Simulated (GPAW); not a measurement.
Consider TiO2 (Rutile, P4_2/mnm).

```xyz
6
Lattice="4.5922 0.0000 0.0000 0.0000 4.5922 0.0000 0.0000 0.0000 2.9574" Properties=species:S:1:pos:R:3 pbc="T T T"
Ti    2.2961    2.2961    1.4787
Ti    0.0000    0.0000    0.0000
O     3.6965    0.8957    1.4787
O     3.1918    3.1918    0.0000
O     0.8957    3.6965    1.4787
O     1.4004    1.4004    0.0000
```

Absorber: atom 3, with 2 Ti at 1.95 Å and 1 Ti at 1.98 Å (distorted trigonal planar, site symmetry m2m). Method: GPAW, LDA, full core hole (charged cell), 12-atom cell with 5.5 Å between holes, 6×6×6 k points, dipole transitions, Gaussian full width 0.9 eV up to 4 eV, rising linearly to 3.5 eV at 25 eV.

Q: Predict the near-edge structure at the O K edge.

Main maxima up to 24 eV above the zero (height): 0.9 eV (1.76), 3.8 eV (2.41), 9.9 eV (1.30), 12.9 eV (1.76) and 23.7 eV (0.84). A K edge sees empty p states; the first features are O p mixed into the empty d states of the Ti neighbours, and the broad ones above probably into the cations' higher empty bands. Ti is d⁰ and octahedral here, so the pair, 2.9 eV apart, is its t₂g and e_g bands. The total-energy difference plus the lowest empty eigenvalue puts the zero at 533.68 eV. One term is added: -8.83 eV, since the hole is spin-paired here and a spin-polarised one costs that much less in the free atom (computed apart). The photon energy is then 524.85 eV. The functional and the charged cell's background leave an error in such absolute values: in the free atom LDA prices this hole 4.1 eV below PBE (computed apart), and PBE is itself good to a few eV.

The O K spectrum (energy from the lowest empty level; intensity scaled to a mean of 1 over the first 20 eV; polarised curves are means over the symmetry-equivalent atoms):

| E (eV) | isotropic | ε ⊥ c | ε ∥ c |
| --- | --- | --- | --- |
| -2.00 | 0.00 | 0.00 | 0.00 |
| -1.25 | 0.00 | 0.00 | 0.00 |
| -0.50 | 0.04 | 0.04 | 0.03 |
| 0.25 | 0.81 | 0.96 | 0.52 |
| 1.00 | 1.76 | 1.92 | 1.42 |
| 1.75 | 0.84 | 1.01 | 0.48 |
| 2.50 | 0.28 | 0.29 | 0.27 |
| 3.25 | 1.56 | 1.19 | 2.31 |
| 4.00 | 2.34 | 2.00 | 3.04 |
| 4.75 | 1.17 | 1.17 | 1.17 |
| 5.50 | 0.25 | 0.28 | 0.18 |
| 6.25 | 0.05 | 0.06 | 0.04 |
| 7.00 | 0.12 | 0.12 | 0.12 |
| 7.75 | 0.32 | 0.32 | 0.30 |
| 8.50 | 0.70 | 0.73 | 0.64 |
| 9.25 | 1.15 | 1.15 | 1.17 |
| 10.00 | 1.30 | 1.17 | 1.55 |
| 10.75 | 1.24 | 1.06 | 1.60 |
| 11.50 | 1.37 | 1.22 | 1.68 |
| 12.25 | 1.65 | 1.54 | 1.89 |
| 13.00 | 1.76 | 1.69 | 1.88 |
| 13.75 | 1.60 | 1.64 | 1.53 |
| 14.50 | 1.43 | 1.56 | 1.17 |
| 15.25 | 1.32 | 1.49 | 0.97 |
| 16.00 | 1.12 | 1.27 | 0.81 |
| 16.75 | 0.81 | 0.91 | 0.60 |
| 17.50 | 0.55 | 0.61 | 0.43 |
| 18.25 | 0.42 | 0.44 | 0.37 |
| 19.00 | 0.39 | 0.38 | 0.41 |
| 19.75 | 0.44 | 0.39 | 0.52 |
| 20.50 | 0.52 | 0.46 | 0.64 |
| 21.25 | 0.62 | 0.58 | 0.69 |
| 22.00 | 0.72 | 0.74 | 0.67 |
| 22.75 | 0.80 | 0.88 | 0.62 |
| 23.50 | 0.84 | 0.96 | 0.59 |
| 24.25 | 0.83 | 0.95 | 0.58 |
| 25.00 | 0.78 | 0.88 | 0.57 |
| 25.75 | 0.72 | 0.79 | 0.57 |
| 26.50 | 0.65 | 0.70 | 0.57 |
| 27.25 | 0.60 | 0.60 | 0.59 |
| 28.00 | 0.56 | 0.53 | 0.63 |
| 28.75 | 0.57 | 0.50 | 0.71 |
| 29.50 | 0.61 | 0.51 | 0.80 |
| 30.25 | 0.65 | 0.54 | 0.88 |
| 31.00 | 0.70 | 0.58 | 0.93 |
| 31.75 | 0.74 | 0.62 | 0.99 |

The holes are only 5.5 Å apart, so the shape is probably not converged with cell size; no larger cell was run here. The mesh is coarse (0.24 Å⁻¹ between points), so small maxima may be mesh ripples. The structure is a published determination, not relaxed.

[Banner, clock and machine lines of the logs are left out without a mark of their own.]

[Logs are printed without paths, hosts, clocks, repeated set-up lines and the standing remarks that a program may print on its own settings, such as how far it seeks lower states.]

[Hosts, paths, dates, database ids (printed as entryN), source tags and the programs' standing remarks are cut or masked in the printed files.]

[Lists of maxima count a maximum above −3 eV only where it reaches 4 % of the highest in the window and stands out from its surroundings by 2 % of it (1.5 % where it reaches 55 %); shoulders and weaker maxima are passed over, and of the rest the first, up to two pre-edge ones and the few strongest are named.]
